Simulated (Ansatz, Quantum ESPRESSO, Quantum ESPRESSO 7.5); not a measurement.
# Thickness dependence of 1T-TiO2

What does each added layer of 1T-TiO2 bring in screening, and what does it do to the gap?

Main program and level: Quantum ESPRESSO 7.5; plane-wave DFT, vdW-DF-cx, GBRV ultrasoft pseudopotentials made under PBE (geometry by Ansatz 0.2.0 with PAW datasets; geometry under PBE and PBE-D3(BJ)).

## Step 1: The structure

The cell holds 3 atoms: 2 O and 1 Ti. Its edges and angles: a = 2.990 Å, b = 2.990 Å, c = 19.461 Å, α = 90.0°, β = 90.0°, γ = 120.0°. It derives from TiO2. Vacuum lies along c.

Coordinates:

```cif
data_structure
_symmetry_space_group_name_H-M 'P 1'
_symmetry_Int_Tables_number 1
_cell_length_a 2.9900
_cell_length_b 2.9900
_cell_length_c 19.4612
_cell_angle_alpha 90.000
_cell_angle_beta 90.000
_cell_angle_gamma 120.000
_cell_volume 150.68
loop_
_atom_site_label
_atom_site_type_symbol
_atom_site_fract_x
_atom_site_fract_y
_atom_site_fract_z
_atom_site_occupancy
O1 O 0.66667 0.33333 0.43677 1
Ti2 Ti 0.00000 0.00000 0.50000 1
O3 O 0.33333 0.66667 0.56323 1
```

This sheet is a model structure: its symmetry is held, and its stability is not tested here.

## Step 2: Geometry from Ansatz, 1 layer

The geometry comes first, from a plane-wave PAW code, so that the later runs on this slab share one structure.

The input, input.yaml:

```yaml
crystal:
  lattice:
    - [2.99, 0.0, 0.0]
    - [-1.495, 2.5894159573, 0.0]
    - [0.0, 0.0, 19.4611921231]
  atoms:
    - { symbol: O, position: [0.6666666667, 0.3333333333, 0.436766666] }
    - { symbol: Ti, position: [0.0, 0.0, 0.5] }
    - { symbol: O, position: [0.3333333333, 0.6666666667, 0.563233334] }
kpoints:
  mp_grid: { grid: [12, 12, 1] }
hamiltonian:
  xc: pbe
scf:
  occupations: { method: fermi_dirac, width: 0.05 }
  convergence: { dr2_threshold: 1.0e-08 }
efield:
  axis: 3
  dipole_correction: true
  ramp_position: 0.97
  ramp_width: 0.04
relax:
  f_tol: 0.01
  cell: { fix: [c, alpha, beta] }
output:
  write_potential: true
  write_density: true
  volumetric_format: npy
```

The run is started by

```bash
> ansatz run input.yaml --threads 4 --pin off --max-ram 8192MiB --backend cpu --events-out ev --progress --plain --runs-dir out
```

Numbers of over 12 decimals in the logs are rounded to 6 here.

The program printed:

```text
Warning: relax.cell: scf.convergence.dr2_threshold = 1e-8 eV is looser than the 3e-10 eV advised for a relaxation that steers and ends on the stress (1e-10 eV for each atom of the cell: 3). What an SCF threshold leaves in a stress goes as its square root, and in the free energy as the threshold itself, and one threshold admits the most on a small cell: [figures from the program's tests cut] Set scf.convergence.dr2_threshold to 3e-10 eV or tighter. The threshold is an SCF's pass mark: one that does not reach it within its budget of iterations ends unconverged, or closes short of it on a stop that the run arms, and scf.convergence.dr2_threshold's page says what that costs each kind of run
Engine: ansatz 0.2.0, x86_64-unknown-linux-gnu
Pseudopotentials: kind: paw
Pseudopotential: O, paw, valence charge 6, recommended cutoff 420 eV (normal), O.paw.azcp
Pseudopotential: Ti, paw, valence charge 12, recommended cutoff 420 eV (normal), Ti.paw.azcp
Functional definition: PBE
  parameter kappa = 0.804
  parameter beta = 0.066725
  exchange = pbe_x(kappa = kappa, mu = beta*pi^2/3)
  correlation = pbe_c(beta = beta)
Crystal: 3 atoms, lattice volume = 150.675 Å³
Basis set: ecut = 420 eV, 2837 PW (Γ), exchange–correlation on 40×40×270 points (8 copies of the dense FFT grid, shifted against one another)
Bands: 16, of which v1, the nominal top of the filled ones, is band 12 counted from 1 (11 counted from 0)
Symmetry: 6 space group operations
k-points: 19 of 144 (time reversal used)
Non-local potential: O, projectors of the file, l = 0: 2, l = 1: 2, l = 2: 1
Non-local potential: Ti, projectors of the file, l = 0: 3, l = 1: 2, l = 2: 3, l = 3: 1
PAW form: soft (Blöchl's): semilocal exchange-correlation on the pseudo side does not see the compensation charge
PAW one-centre angular grid: O, 110 points (default); XC on 64 Gauss nodes
PAW one-centre angular grid: Ti, 590 points (default); XC on 64 Gauss nodes
Initial density: superposition of atomic densities (neutral atoms: chi_scale 0, normalization atom), corrected by the library's trained network
Initial wavefunctions: pseudopotential atomic-orbital guess
Functional: x = pbe(κ = 0.804, μ = 0.219515), c = pbe(β = 0.066725)
SCF iter   1: F=—  HF=-3637.116988 eV  |F-HF|=—  |Δ(HF+E_count)|=         —  Δρ=3.25e-3  dr2=2.06e-2  ethr=1.77e-3  p=-0.000 e·Å  D=-2.99e-6 V/Å  ΔV_dip=0.00 eV  dr2_dipole=6.77e-8  V_vac-E_F(+/−)=8.14/8.14 eV  ⟨swp⟩=7.4  Hψ=1826  notcnv=0
efield: sawtooth ramp at fractional position 0.9700 (set: `efield.ramp_position`, or a place that a band, a saddle search or an elastic batch's reference lends), width 0.0400; the density the first Hamiltonian is built on has a dipole p = -0.000 e·Å; the dipole correction subtracts the counter field D = -2.99e-6 V/Å, which shifts the + side's vacuum level by +0.00 eV against the − side's; the planar-averaged density in the ramp window peaks in size at 4.1e-6 e/Å³
preconditioner: auto → none  [insulator: Δε(μ)=1.640 eV  Ē_g=8.685 eV  σ=0.050 eV  W_gap=1.00  n_scr=12 (ndim 8)  ℏωp=12.1 eV  f_vac=0.732  D(μ)=0.00/eV (n_scr^D=0)  ε∞_Penn≈2.9]
SCF iter   2: F=—  HF=-3637.133327 eV  |F-HF|=—  |Δ(HF+E_count)|=   1.63e-2  Δρ=8.31e-3  dr2=1.44e-1  ethr=8.60e-5  p=0.000 e·Å  D=1.99e-4 V/Å  ΔV_dip=-0.00 eV  dr2_dipole=1.62e-6  V_vac-E_F(+/−)=7.97/7.97 eV  ⟨swp⟩=3.5  Hψ=870  notcnv=0
SCF iter   3: F=—  HF=-3637.114862 eV  |F-HF|=—  |Δ(HF+E_count)|=   1.85e-2  Δρ=7.65e-4  dr2=3.50e-4  ethr=8.60e-5  p=-0.000 e·Å  D=-7.73e-5 V/Å  ΔV_dip=0.00 eV  dr2_dipole=3.65e-7  V_vac-E_F(+/−)=8.05/8.05 eV  ⟨swp⟩=2.4  Hψ=551  notcnv=0
SCF iter   4: F=—  HF=-3637.115294 eV  |F-HF|=—  |Δ(HF+E_count)|=   4.31e-4  Δρ=2.62e-4  dr2=1.78e-4  ethr=1.46e-6  p=0.001 e·Å  D=6.64e-4 V/Å  ΔV_dip=-0.01 eV  dr2_dipole=2.27e-5  V_vac-E_F(+/−)=8.03/8.05 eV  ⟨swp⟩=2.7  Hψ=592  notcnv=0
SCF iter   5: F=—  HF=-3637.115553 eV  |F-HF|=—  |Δ(HF+E_count)|=   2.59e-4  Δρ=7.92e-4  dr2=2.37e-3  ethr=7.40e-7  p=-0.002 e·Å  D=-2.58e-3 V/Å  ΔV_dip=0.05 eV  dr2_dipole=3.42e-4  V_vac-E_F(+/−)=8.06/8.01 eV  ⟨swp⟩=2.0  Hψ=448  notcnv=0  recentre
SCF iter   6: F=—  HF=-3637.115326 eV  |F-HF|=—  |Δ(HF+E_count)|=   2.27e-4  Δρ=4.95e-5  dr2=1.64e-6  ethr=7.40e-7  p=0.000 e·Å  D=2.53e-5 V/Å  ΔV_dip=-0.00 eV  dr2_dipole=4.20e-8  V_vac-E_F(+/−)=8.04/8.04 eV  ⟨swp⟩=2.0  Hψ=417  notcnv=0
SCF iter   7: F=—  HF=-3637.115280 eV  |F-HF|=—  |Δ(HF+E_count)|=   4.54e-5  Δρ=1.09e-5  dr2=2.09e-7  ethr=6.83e-9  p=-0.000 e·Å  D=-1.38e-6 V/Å  ΔV_dip=0.00 eV  dr2_dipole=5.67e-9  V_vac-E_F(+/−)=8.04/8.04 eV  ⟨swp⟩=3.6  Hψ=643  notcnv=0
SCF iter   8: F=-3637.115280 eV  HF=-3637.115280 eV  |F-HF|=5.89e-9  |Δ(HF+E_count)|=   1.06e-7  Δρ=2.03e-6  dr2=2.30e-9  ethr=4.17e-11  p=0.000 e·Å  D=2.25e-6 V/Å  ΔV_dip=-0.00 eV  dr2_dipole=4.24e-13  V_vac-E_F(+/−)=8.04/8.04 eV  ⟨swp⟩=8.9  Hψ=2295  notcnv=0
SCF 1 converged in 8 iterations: F = -3637.115280 eV  dr2 = 2.30e-9
  greatest PAW one-centre occupation: 0.999 electrons in one spin orbital (limit 2), on the Ti atom at site 1 (counted from 0), in its partial waves of l = 0
relax step   1: F+E_penalty+E_count = -3637.11528048 eV  Δ(F+E_penalty+E_count) = +0.000e0 eV  max|allowed force component| = 4.169e0 eV/Å  Δτ_max = 0.0000 Å  P = -6.150 GPa  Ω = 150.675 Å³  fix = [c, alpha, beta]  reactions: c -10.910 GPa  (8 SCF iters, accepted)
Crystal: 3 atoms, lattice volume = 152.435 Å³
Basis set: ecut = 420 eV, 2861 PW (Γ), exchange–correlation on 40×40×270 points (8 copies of the dense FFT grid, shifted against one another)
Initial density: handed on by an earlier stage of this run
Initial wavefunctions: those handed on with the density
iter 1 solved again at ethr=1.59e-3 eV; its pass at ethr=3.10e-3 eV (dr2=3.81e-1 eV) is discarded
SCF iter   1: F=—  HF=-3638.342053 eV  |F-HF|=—  |Δ(HF+E_count)|=         —  Δρ=1.69e-2  dr2=3.84e-1  ethr=1.59e-3  p=0.000 e·Å  D=1.12e-5 V/Å  ΔV_dip=-0.00 eV  dr2_dipole=3.31e-11  V_vac-E_F(+/−)=8.11/8.11 eV  ⟨swp⟩=1.1  Hψ=2477  notcnv=0
efield: sawtooth ramp at fractional position 0.9700 (set: `efield.ramp_position`, or a place that a band, a saddle search or an elastic batch's reference lends), width 0.0400; the density the first Hamiltonian is built on has a dipole p = 0.000 e·Å; the dipole correction subtracts the counter field D = 1.12e-5 V/Å, which shifts the + side's vacuum level by -0.00 eV against the − side's; the planar-averaged density in the ramp window peaks in size at 6.2e-6 e/Å³
[...]
SCF iter   8: F=—  HF=-3638.300191 eV  |F-HF|=—  |Δ(HF+E_count)|=   6.53e-7  Δρ=3.35e-5  dr2=3.24e-6  ethr=5.18e-8  p=0.000 e·Å  D=1.23e-4 V/Å  ΔV_dip=-0.00 eV  dr2_dipole=3.43e-7  V_vac-E_F(+/−)=6.80/6.80 eV  ⟨swp⟩=1.7  Hψ=318  notcnv=0
SCF iter   9: F=—  HF=-3638.300189 eV  |F-HF|=—  |Δ(HF+E_count)|=   1.51e-6  Δρ=7.10e-6  dr2=1.61e-7  ethr=1.26e-8  p=0.000 e·Å  D=2.80e-5 V/Å  ΔV_dip=-0.00 eV  dr2_dipole=1.74e-8  V_vac-E_F(+/−)=6.80/6.80 eV  ⟨swp⟩=2.0  Hψ=349  notcnv=0
SCF iter  10: F=-3638.300189 eV  HF=-3638.300189 eV  |F-HF|=2.23e-9  |Δ(HF+E_count)|=   2.55e-8  Δρ=8.48e-7  dr2=2.20e-9  ethr=3.90e-11  p=0.000 e·Å  D=1.78e-6 V/Å  ΔV_dip=-0.00 eV  dr2_dipole=2.03e-10  V_vac-E_F(+/−)=6.80/6.80 eV  ⟨swp⟩=8.7  Hψ=2261  notcnv=0
SCF 3 converged in 10 iterations: F = -3638.300189 eV  dr2 = 2.20e-9
relax step   3: F+E_penalty+E_count = -3638.30018940 eV  Δ(F+E_penalty+E_count) = -1.009e-1 eV  max|allowed force component| = 5.625e-1 eV/Å  Δτ_max = 0.0898 Å  P = +1.422 GPa  Ω = 148.520 Å³  energy of the carried Pulay correction = +2.213e-3 eV  fix = [c, alpha, beta]  reactions: c +1.160 GPa  (10 SCF iters, accepted)
[...]
relax step   4: F+E_penalty+E_count = -3638.31812203 eV  Δ(F+E_penalty+E_count) = -1.793e-2 eV  max|allowed force component| = 5.809e-2 eV/Å  Δτ_max = 0.0211 Å  P = -0.131 GPa  Ω = 150.797 Å³  energy of the carried Pulay correction = -1.236e-4 eV  fix = [c, alpha, beta]  reactions: c -0.123 GPa  (9 SCF iters, accepted)
[...]
relax step   5: F+E_penalty+E_count = -3638.31850145 eV  Δ(F+E_penalty+E_count) = -3.794e-4 eV  max|allowed force component| = 2.878e-3 eV/Å  Δτ_max = 0.0024 Å  P = +0.006 GPa  Ω = 150.622 Å³  energy of the carried Pulay correction = +5.397e-5 eV  fix = [c, alpha, beta]  reactions: c +0.003 GPa  (7 SCF iters, accepted)
Initial wavefunctions: pseudopotential atomic-orbital guess (no wavefunctions were taken with the density)
iter 1 solved again at ethr=4.92e-7 eV; its pass at ethr=3.10e-3 eV (dr2=1.18e-4 eV) is discarded
SCF iter   1: F=—  HF=-3638.318500 eV  |F-HF|=—  |Δ(HF+E_count)|=         —  Δρ=1.99e-6  dr2=2.39e-9  ethr=4.92e-7  p=0.000 e·Å  D=3.78e-6 V/Å  ΔV_dip=-0.00 eV  dr2_dipole=6.99e-12  V_vac-E_F(+/−)=6.89/6.89 eV  ⟨swp⟩=4.0  Hψ=2759  notcnv=0
efield: sawtooth ramp at fractional position 0.9700 (set: `efield.ramp_position`, or a place that a band, a saddle search or an elastic batch's reference lends), width 0.0400; the density the first Hamiltonian is built on has a dipole p = 0.000 e·Å; the dipole correction subtracts the counter field D = 3.78e-6 V/Å, which shifts the + side's vacuum level by -0.00 eV against the − side's; the planar-averaged density in the ramp window peaks in size at 2.6e-6 e/Å³
eigensolver tolerance schedule: the retry pair's looser diagonalisation over-reported the residual by 49417.35 of it (diagonalisation noise at an unbounded share of the residual, at the tolerance the schedule requests for it); recorded, not acted on — ethr = c·dr2/N_el stays at c = 1.0e-1
preconditioner: auto → none  [insulator: Δε(μ)=2.727 eV  Ē_g=9.939 eV  σ=0.050 eV  W_gap=1.00  n_scr=12 (ndim 8)  ℏωp=12.1 eV  f_vac=0.753  D(μ)=0.00/eV (n_scr^D=0)  ε∞_Penn≈2.5]
SCF iter   2: F=—  HF=-3638.318478 eV  |F-HF|=—  |Δ(HF+E_count)|=   2.17e-5  Δρ=1.13e-6  dr2=1.67e-9  ethr=9.96e-12  p=0.000 e·Å  D=1.73e-6 V/Å  ΔV_dip=-0.00 eV  dr2_dipole=6.24e-11  V_vac-E_F(+/−)=6.89/6.89 eV  ⟨swp⟩=15.1  Hψ=2789  notcnv=0
SCF iter   3: F=-3638.318478 eV  HF=-3638.318478 eV  |F-HF|=5.73e-10  |Δ(HF+E_count)|=  2.96e-10  Δρ=6.70e-7  dr2=7.03e-10  ethr=6.96e-12  p=0.000 e·Å  D=4.88e-6 V/Å  ΔV_dip=-0.00 eV  dr2_dipole=5.34e-11  V_vac-E_F(+/−)=6.89/6.89 eV  ⟨swp⟩=6.8  Hψ=1855  notcnv=0
SCF 6 converged in 3 iterations: F = -3638.318478 eV  dr2 = 7.03e-10
relax step   6: F+E_penalty+E_count = -3638.31847824 eV  Δ(F+E_penalty+E_count) = +2.321e-5 eV  max|allowed force component| = 2.855e-3 eV/Å  Δτ_max = 0.0000 Å  P = +0.003 GPa  Ω = 150.622 Å³  fix = [c, alpha, beta]  reactions: c +0.006 GPa  stress off target by 1.55e-3 GPa on what of the cell is left free  SCF on the basis re-selected at this cell (its energy is not comparable with the rows above)  (3 SCF iters)
basis re-selected at this cell: Δ(F+E_penalty+E_count) = +2.321e-5 eV, ΔP = -0.004 GPa vs the last step (what re-selecting the basis moved, of the pressure what is left beyond the Pulay correction that the steps carried, after the strain that the cell walked since its last selection, with what the two solves' SCF thresholds leave and, on support functions, any second-order correction that the steps lacked; it is no m [...]
WARN: The output density's exchange-correlation potential varies sharply where the density is thin. Do not read a vacuum level from v_tot or v_xc, or from such a field of the output density. On a cell that repeats whose density bears no net charge and no dipole along the vacuum's axis use v_es (v_loc + v_h of the components); under efield.dipole_correction with no amplitude use v_es + v_field, which holds any externa [...]
SCF converged after 3 iterations
Free energy (F): -3638.318478 eV
Harris-Foulkes:  -3638.318478 eV  (|F-HF|=5.73e-10)
Internal energy: -3638.318478 eV  (E = F + TS)
E sigma→0 (E₀):  -3638.318478 eV
Fermi energy:    -3.421065 eV
Dipole field:    D = -0.000006 V/Å  (p = -0.000005 e·Å, saw-weighted, corrected)
Work function:   Φ+ = 6.8940 eV   Φ− = 6.8939 eV
Levels:          The Fermi level and band energies are counted from a zero that moves with the ramp; work functions are not
--- Per-component energies (eV) ---
  E_band       = -514.620779
  E_kinetic    = 622.118098
  E_local      = -17375.182007  (includes V_loc(G=0)·N_el)
  E_nonlocal   = 98.330478
  E_hartree    = 8344.655858
  E_xc         = -246.083772
  E_vxc        = -311.592856  (∫ρ·V_xc dr)
  E_paw        = -1360.704975  (= ΣΔE_a)
  E_vpaw       = -237.610132  (= ΣTr[D̂ρ^β])
  E_aug_tail   = 0.005131  (compensation charges beyond the density's cutoff)
  E_efield     = 0.000000  (sawtooth field / dipole correction)
  E_vefield    = 0.000030  (∫n·V_field dr)
  E_ewald      = 6278.542711
  E_smearing   = -0.000000  (= −TS)
  E_closure    = 0.000000  (closes the sum)
  Σ components = -3638.318478   (vs F -3638.318478, Δ=0.00e0)
--- Forces (eV/Å), atoms counted from 1 ---
  atom   1  O      0.00000000     0.00000000    -0.00284571
  atom   2  Ti     0.00000000     0.00000000    -0.00000219
  atom   3  O      0.00000000    -0.00000000     0.00285916
  max |Σ_I F_I| component: 1.13e-5 eV/Å
--- Stress (GPa, compression-positive) ---
        0.001552       0.000000       0.000000
        0.000000       0.001552      -0.000000
        0.000000       0.000000       0.005622
  P = ⅓ Tr σ = 0.0029 GPa (0.029 kbar)
--- Band table (eV; the first three rows and the last of 19) ---
  k-point 0: bands = [... 8 lower, -8.4355, -5.4612, -4.9974, -4.9974, -2.1067, -2.1067, -0.3999, 2.0771]
  k-point 1: bands = [... 8 lower, -8.3540, -5.4054, -5.2603, -5.1521, -2.0070, -1.9403, -0.4270, 1.8274]
  k-point 2: bands = [... 8 lower, -8.0888, -6.1488, -5.4896, -5.0061, -1.8372, -1.5817, -0.5194, 1.3791]
  k-point 18: bands = [... 8 lower, -7.5869, -6.2474, -6.2474, -5.8860, -1.8981, -0.8320, -0.8320, 1.4696]
--- Relaxed structure (5 steps of the walk, 5 accepted, 1 SCFs on fresh bases) ---
  F+E_penalty+E_count = -3638.31847824 eV   max|allowed force component| = 2.855e-3 eV/Å   (the final SCF, on the basis selected at the relaxed cell)
  cell:  # Å, volume = 150.6225 Å³
    - [2.989475, 0, 0]
    - [-1.494737, 2.588961, 0]
    - [0, 0, 19.4611921231]
  atoms:
    - { symbol: O, position: [0.666667, 0.333333, 0.450432] }
    - { symbol: Ti, position: [0, 0, 0.500000] }
    - { symbol: O, position: [0.333333, 0.666667, 0.549569] }
```

Wall time 7.2 s (4 threads of Intel Xeon Platinum 8559C (Emerald Rapids), shared host); peak memory 0.47 GiB; 25 s of CPU time.

Relaxation path:

```csv
step,energy less that of the first step (eV),largest force component (eV/Å),pressure (GPa),volume (Å³)
1,0.0000,4.1693,-6.15,150.68
2,-1.0840,1.4230,-2.57,152.43
3,-1.1849,0.5625,1.42,148.52
4,-1.2028,0.0581,-0.13,150.80
5,-1.2032,0.0029,0.01,150.62
6*,-1.2032,0.0029,0.00,150.62
```

Relaxation steps marked * repeat the geometry before them on a plane-wave basis chosen anew for their cell, so energy and pressure can jump there.

Forces are held to the 6 operations that the run works with; a distortion that breaks them can't arise in this run.

```csv
cell as run,before,after,change
a (Å),2.990,2.989,-0.0 %
b (Å),2.990,2.989,-0.0 %
```

The atoms that moved most (Å, along periodic axes as changes of fractional coordinates times the final cell, across vacuum about the mean position):

```csv
atom,dx,dy,dz,length
O1,0.000,0.000,0.266,0.266
O3,0.000,0.000,-0.266,0.266
```

The relaxed structure:

```xyz
3
Lattice="2.9895 0.0000 0.0000 -1.4947 2.5890 0.0000 0.0000 0.0000 19.4612" Properties=species:S:1:pos:R:3
O     1.4947    0.8630    8.7659
Ti    0.0000    0.0000    9.7306
O     0.0000    1.7260   10.6953
```

Read from the output:

| Property | Result |
| --- | --- |
| free energy | -3638.3185 eV |
| Fermi energy | -3.421 eV |
| gap by band count | 2.727 eV |
| symmetry operations | 6 |
| dipole along the normal | -5.37e-6 e·Å |
| vacuum level at the upper face over a Fermi level inside the gap | 6.894 eV |
| vacuum level at the lower face over a Fermi level inside the gap | 6.894 eV |

(Part 1 of 8 ends here.)

[Logs are printed without paths, hosts, clocks, repeated set-up lines and the standing remarks that a program may print on its own settings, such as how far it seeks lower states.]

[Hosts, paths, dates, database ids (printed as entryN), source tags and the programs' standing remarks are cut or masked in the printed files.]

[Maps of the electrostatic potential energy from Ansatz leave out the sawtooth potential of an applied field or a dipole correction, so their vacuum need not be flat; planar profiles and work functions include it.]
